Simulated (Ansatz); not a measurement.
# NaHgF3 (built on the sites of a database entry of KHgF3): following an unstable mode, part 2 of 3

Aim: this structure of NaHgF3 (built on the sites of a database entry of KHgF3) is to be tested for unstable modes, and one is followed downhill.

Ansatz 0.2.0; DFT PBEsol, scalar-relativistic, plane waves, norm-conserving pseudopotentials.

So far. Step 4 (The mode frozen in, largest atomic shift 0.6 Å): The run ends at a pressure of -0.68 GPa, with forces up to 0.40 eV/Å. Step 5 (Energy along the mode, all amplitudes (two of the runs …): The lowest of the steps tried is the last one, at 0.6 Å, 63.0 meV/atom below the parent; the bottom of the well need not coincide with a step.

The structure was built from a prototype and need not be the compound's stable phase.

### Step 6. Relaxation from the frozen mode

Starting from the lowest point found, all atoms and the cell are let go, so that strain and other modes of the same symmetry can join in.

input.yaml

```yaml
crystal:
  lattice:
    - [3.1727838361, -3.1731176919, 0.0]
    - [3.1727838361, 3.1731176919, 0.0]
    - [0.0, 0.0, 4.4879394888]
  atoms:
    - { symbol: Na, position: [3.6204e-06, -0.1337127798, 0.5] }
    - { symbol: Hg, position: [0.4999970268, 0.4976490159, 0.0] }
    - { symbol: F, position: [0.5000327371, 0.588729587, 0.5] }
    - { symbol: F, position: [0.4999882511, 0.0091991596, 0.0] }
    - { symbol: F, position: [6.0232e-06, 0.5886982303, 0.0] }
kpoints:
  mp_grid: { grid: [8, 8, 8] }
hamiltonian:
  xc: pbesol
  pseudopotentials: { kind: nc }
scf:
  occupations: { method: gaussian, width: 0.01 }
output:
  forces: true
  stress: true
  eigenvalues: true
relax:
  adjacent_minimum: "off"
  f_tol: 0.002
  max_steps: 120
  cell: { stress_tol: 0.03 }
```

Run with:

```
$ ansatz run input.yaml --threads 4 --pin off --max-ram 14336MiB --backend cpu --events-out ev --progress --plain --runs-dir out
```

Numbers of over 12 decimals in the logs are rounded to 6 here.

Output:

```text
[...]
Crystal: 5 atoms, lattice volume = 90.366 Å³
Basis set: ecut = 1197.300995 eV, 8409 PW (Γ), exchange–correlation on 108×108×108 points (8 copies of the dense FFT grid, shifted against one another)
Bands: 30, of which v1, the nominal top of the filled ones, is band 25 counted from 1 (24 counted from 0)
Symmetry: 2 space group operations
[...]
k-points: 170 of 512 (time reversal used)
[...]
SCF iter   1: F=—  HF=-7788.857759 eV  |F-HF|=—  |Δ(HF+E_count)|=         —  Δρ=1.85e-1  dr2=2.54e1  ethr=3.10e-3  ⟨swp⟩=7.4  Hψ=26581  notcnv=0
[...]
SCF iter  11: F=-7780.691168 eV  HF=-7780.691168 eV  |F-HF|=9.70e-9  |Δ(HF+E_count)|=   1.84e-8  Δρ=1.01e-5  dr2=6.31e-8  ethr=2.00e-10  ⟨swp⟩=4.8  Hψ=24619  notcnv=0
SCF 1 converged in 11 iterations: F = -7780.691168 eV  dr2 = 6.31e-8
relax step   1: F+E_penalty+E_count = -7780.69116805 eV  Δ(F+E_penalty+E_count) = +0.000e0 eV  max|allowed force component| = 2.802e-1 eV/Å  Δτ_max = 0.0000 Å  P = -0.685 GPa  Ω = 90.366 Å³  (11 SCF iters, dr2 threshold 1.00e-7 eV, accepted)
Crystal: 5 atoms, lattice volume = 90.843 Å³
Basis set: ecut = 1197.300995 eV, 8493 PW (Γ), exchange–correlation on 108×108×108 points (8 copies of the dense FFT grid, shifted against one another)
[...]
iter 1 solved again at ethr=5.02e-4 eV; its pass at ethr=3.10e-3 eV (dr2=2.51e-1 eV) is discarded
[...]
SCF iter   8: F=-7780.757210 eV  HF=-7780.757208 eV  |F-HF|=1.64e-6  |Δ(HF+E_count)|=   4.13e-6  Δρ=1.96e-5  dr2=2.90e-7  ethr=1.00e-9  ⟨swp⟩=5.2  Hψ=28739  notcnv=0
SCF 2 converged in 8 iterations: F = -7780.757210 eV  dr2 = 2.90e-7
relax step   2: F+E_penalty+E_count = -7780.75720982 eV  Δ(F+E_penalty+E_count) = -6.604e-2 eV  max|allowed force component| = 1.574e-1 eV/Å  Δτ_max = 0.1718 Å  P = -0.401 GPa  Ω = 90.843 Å³  energy of the carried Pulay correction = -9.434e-6 eV  (8 SCF iters, dr2 threshold 5.00e-7 eV, accepted)
Crystal: 5 atoms, lattice volume = 90.452 Å³
Basis set: ecut = 1197.300995 eV, 8481 PW (Γ), exchange–correlation on 108×108×108 points (8 copies of the dense FFT grid, shifted against one another)
[...]
SCF iter   8: F=-7780.789975 eV  HF=-7780.789974 eV  |F-HF|=9.20e-7  |Δ(HF+E_count)|=   1.13e-5  Δρ=1.46e-5  dr2=1.70e-7  ethr=1.00e-9  ⟨swp⟩=10.2  Hψ=30335  notcnv=0
SCF 3 converged in 8 iterations: F = -7780.789975 eV  dr2 = 1.70e-7
relax step   3: F+E_penalty+E_count = -7780.78997533 eV  Δ(F+E_penalty+E_count) = -3.277e-2 eV  max|allowed force component| = 1.728e-1 eV/Å  Δτ_max = 0.1949 Å  P = +0.136 GPa  Ω = 90.452 Å³  energy of the carried Pulay correction = -1.702e-6 eV  (8 SCF iters, dr2 threshold 5.00e-7 eV, accepted)
[...]
relax step   4: F+E_penalty+E_count = -7780.79474908 eV  Δ(F+E_penalty+E_count) = -4.774e-3 eV  max|allowed force component| = 3.188e-2 eV/Å  Δτ_max = 0.0376 Å  P = +0.295 GPa  Ω = 89.781 Å³  energy of the carried Pulay correction = +1.162e-5 eV  (8 SCF iters, dr2 threshold 5.00e-7 eV, accepted)
[...]
relax step   5: F+E_penalty+E_count = -7780.79565259 eV  Δ(F+E_penalty+E_count) = -9.035e-4 eV  max|allowed force component| = 2.421e-2 eV/Å  Δτ_max = 0.0392 Å  P = -0.242 GPa  Ω = 89.904 Å³  energy of the carried Pulay correction = +9.168e-6 eV  (7 SCF iters, dr2 threshold 3.91e-7 eV, accepted)
[...]
relax step   6: F+E_penalty+E_count = -7780.79620441 eV  Δ(F+E_penalty+E_count) = -5.518e-4 eV  max|allowed force component| = 1.702e-3 eV/Å  Δτ_max = 0.0114 Å  P = +0.009 GPa  Ω = 89.763 Å³  energy of the carried Pulay correction = +1.199e-5 eV  (6 SCF iters, dr2 threshold 2.00e-7 eV, accepted)
[...]
SCF iter   7: F=-7780.796188 eV  HF=-7780.796188 eV  |F-HF|=9.09e-12  |Δ(HF+E_count)|=  5.46e-11  Δρ=1.02e-7  dr2=6.25e-12  ethr=1.00e-12  ⟨swp⟩=7.0  Hψ=29518  notcnv=0
SCF 7 converged in 7 iterations: F = -7780.796188 eV  dr2 = 6.25e-12
relax step   7: F+E_penalty+E_count = -7780.79618780 eV  Δ(F+E_penalty+E_count) = +1.660e-5 eV  max|allowed force component| = 1.600e-3 eV/Å  Δτ_max = 0.0000 Å  P = +0.011 GPa  Ω = 89.763 Å³  stress off target by 2.32e-2 GPa  SCF on the basis re-selected at this cell (its energy is not comparable with the rows above)  (7 SCF iters)
basis re-selected at this cell: Δ(F+E_penalty+E_count) = +1.660e-5 eV, ΔP = +0.001 GPa vs the last step (what re-selecting the basis moved, of the pressure what is left beyond the Pulay correction that the steps carried, after the strain that the cell walked since its last selection, with what the two solves' SCF thresholds leave and, on support functions, any second-order correction that the steps lacked; it is no m [...]
SCF converged after 7 iterations
Free energy (F): -7780.796188 eV
[...]
Internal energy: -7780.796188 eV  (E = F + TS)
E sigma→0 (E₀):  -7780.796188 eV
Fermi energy:    3.408192 eV
[...]
--- Forces (eV/Å), atoms counted from 1 ---
  atom   1  Na    -0.00087771    -0.00088555     0.00000000
  atom   2  Hg    -0.00081720    -0.00084927     0.00000000
  atom   3  F      0.00158134     0.00157812     0.00000000
  atom   4  F     -0.00150627    -0.00147197     0.00000000
  atom   5  F      0.00157953     0.00159245     0.00000000
  max |Σ_I F_I| component: 4.03e-5 eV/Å
--- Stress (GPa, compression-positive) ---
        0.013799       0.009471       0.000000
        0.009471       0.013573      -0.000000
        0.000000      -0.000000       0.004310
  P = ⅓ Tr σ = 0.0106 GPa (0.106 kbar)
--- Band table (eV; the first three rows and the last of 170) ---
  k-point 0: bands = [... 21 lower, 1.1338, 1.1744, 1.3961, 1.3961, 3.8309, 9.3158, 13.3492, 13.3492, ... 1 higher]
  k-point 1: bands = [... 21 lower, 0.9862, 1.1508, 1.3970, 1.5119, 4.1307, 9.3502, 12.6612, 13.3912, ... 1 higher]
  k-point 2: bands = [... 21 lower, 0.8213, 1.1726, 1.3994, 1.5473, 4.8417, 9.2884, 12.0837, 13.5166, ... 1 higher]
  k-point 169: bands = [... 21 lower, 1.5829, 1.5829, 2.7084, 2.9855, 8.2980, 10.3681, 10.8119, 10.8119, ... 1 higher]
--- Relaxed structure (6 steps of the walk, 6 accepted, 1 SCFs on fresh bases) ---
  F+E_penalty+E_count = -7780.79618780 eV   max|allowed force component| = 1.600e-3 eV/Å   (the final SCF, on the basis selected at the relaxed cell)
  cell:  # Å, volume = 89.7625 Å³
    - [3.144376, -3.144455, 6.4067770734310235e-18]
    - [3.209718, 3.209790, 8.469306655114013e-19]
    - [5.130226810823274e-18, -3.93181984857681e-18, 4.446861]
  atoms:
    - { symbol: Na, position: [3.309354760191935e-5, -0.203256, 0.500000] }
    - { symbol: Hg, position: [0.500002, 0.498391, 0] }
    - { symbol: F, position: [0.500025, 0.616980, 0.500000] }
    - { symbol: F, position: [0.499965, 0.021473, 9.65237773206079e-19] }
    - { symbol: F, position: [1.999920854922621e-6, 0.616976, 2.2200145981163704e-18] }
```

Wall time 4.6 min (4 threads of Intel Xeon Platinum 8488C (Sapphire Rapids), shared host); peak memory 1.7 GiB; 18 min of CPU time.

The steps of the relaxation:

```
step  energy less that of the first step (eV)  largest force component (eV/Å)  pressure (GPa)  volume (Å³)
   1                                   0.0000                          0.2802           -0.68        90.37
   2                                  -0.0660                          0.1574           -0.40        90.84
   3                                  -0.0988                          0.1728            0.14        90.45
   4                                  -0.1036                          0.0319            0.30        89.78
   5                                  -0.1045                          0.0242           -0.24        89.90
   6                                  -0.1050                          0.0017            0.01        89.76
  7*                                  -0.1050                          0.0016            0.01        89.76
```

Relaxation steps marked * repeat the geometry before them on a plane-wave basis chosen anew for their cell, so energy and pressure can jump there.

Forces are held to the 2 operations that the run works with; a distortion that breaks them can't arise in this run.

```
conventional cell, symmetrised  before  after  change
                         a (Å)   4.488  4.447  -0.9 %
                         b (Å)   4.488  4.447  -0.9 %
                         c (Å)   4.487  4.539  +1.2 %
              volume (Å³/atom)   18.07  17.95  -0.7 %
```

The atoms that moved most (Å, as changes of fractional coordinates times the final cell):

```
atom      dx      dy     dz  length
 Na1  -0.223  -0.223  0.000   0.316
  F5   0.091   0.091  0.000   0.128
  F3   0.091   0.091  0.000   0.128
  F4   0.039   0.039  0.000   0.056
```

The relaxed structure:

```cif
data_structure
_symmetry_space_group_name_H-M 'P 1'
_symmetry_Int_Tables_number 1
_cell_length_a 4.4469
_cell_length_b 4.5393
_cell_length_c 4.4469
_cell_angle_alpha 90.000
_cell_angle_beta 90.000
_cell_angle_gamma 90.001
_cell_volume 89.76
loop_
_atom_site_label
_atom_site_type_symbol
_atom_site_fract_x
_atom_site_fract_y
_atom_site_fract_z
_atom_site_occupancy
Na1 Na 0.00003 0.79674 0.50000 1
Hg2 Hg 0.50000 0.49839 0.00000 1
F3 F 0.50003 0.61698 0.50000 1
F4 F 0.49997 0.02147 0.00000 1
F5 F 0.00000 0.61698 0.00000 1
```

Numbers from this step:

* pressure: 0.01056 GPa
* gap on the k-mesh: 0.8453 eV
* volume per atom: 17.95 Å³

The distorted start has space group P4mm; the relaxation ends in P4mm.

### Step 7. The new phase in its own primitive cell

The relaxed structure is symmetrised, reduced to its primitive cell and relaxed tightly, as its phonons need.

input.yaml

```yaml
crystal:
  lattice:
    - [4.4468676139, 0.0, 0.0]
    - [0.0, 4.4468676139, 0.0]
    - [0.0, 0.0, 4.5392777539]
  atoms:
    - { symbol: Na, position: [0.5, 0.5, 0.7967440009] }
    - { symbol: Hg, position: [0.0, 0.0, 0.4983910146] }
    - { symbol: F, position: [0.5, 0.0, 0.6169795798] }
    - { symbol: F, position: [0.0, 0.0, 0.021472652] }
    - { symbol: F, position: [0.0, 0.5, 0.6169795798] }
kpoints:
  mp_grid: { grid: [6, 6, 6] }
hamiltonian:
  xc: pbesol
  pseudopotentials: { kind: nc }
scf:
  occupations: { method: fixed }
output:
  forces: true
  stress: true
  eigenvalues: true
relax:
  adjacent_minimum: "off"
  f_tol: 0.001
  max_steps: 60
  cell: { stress_tol: 0.01 }
```

Output:

```text
[...]
Crystal: 5 atoms, lattice volume = 89.763 Å³
Basis set: ecut = 1197.300995 eV, 8433 PW (Γ), exchange–correlation on 108×108×108 points (8 copies of the dense FFT grid, shifted against one another)
Bands: 30, of which v1, the nominal top of the filled ones, is band 25 counted from 1 (24 counted from 0)
Symmetry: 8 space group operations
[...]
cell:  # Å, volume = 89.7635 Å³
    - [4.446121, 0, 2.368073733381341e-19]
    - [0, 4.446121, 0]
    - [2.417284558670599e-19, 0, 4.540848]
  atoms:
    - { symbol: Na, position: [0.500000, 0.500000, 0.796665] }
    - { symbol: Hg, position: [0, 0, 0.498143] }
    - { symbol: F, position: [0.500000, 0, 0.617199] }
    - { symbol: F, position: [0, 0, 0.021361] }
    - { symbol: F, position: [0, 0.500000, 0.617199] }
[key lines of the parts left out:]
SCF converged after 7 iterations
Free energy (F): -7780.796194 eV
Fermi energy:    2.979345 eV
P = ⅓ Tr σ = -0.0018 GPa (-0.018 kbar)
```

Run time: 60 s. Hardware: 4 threads; peak memory 0.89 GiB; 3.9 min of CPU time.

Little changed from the start: no atom moved by 0.005 Å and no cell edge by 0.1 %.

Numbers from this step:

```
pressure           : -0.001765 GPa
gap on the k-mesh  : 0.8502 eV
direct gap on mesh : 2.430 eV
```

The largest force component left is 0.94 meV/Å and the pressure is -0.002 GPa, within the tolerances set. The cell now holds 17.95 Å³/atom.

[end of part 2 of 3]

[Logs are printed without paths, hosts, clocks, repeated set-up lines and the standing remarks that a program may print on its own settings, such as how far it seeks lower states.]

[Hosts, paths, dates, database ids (printed as entryN), source tags and the programs' standing remarks are cut or masked in the printed files.]
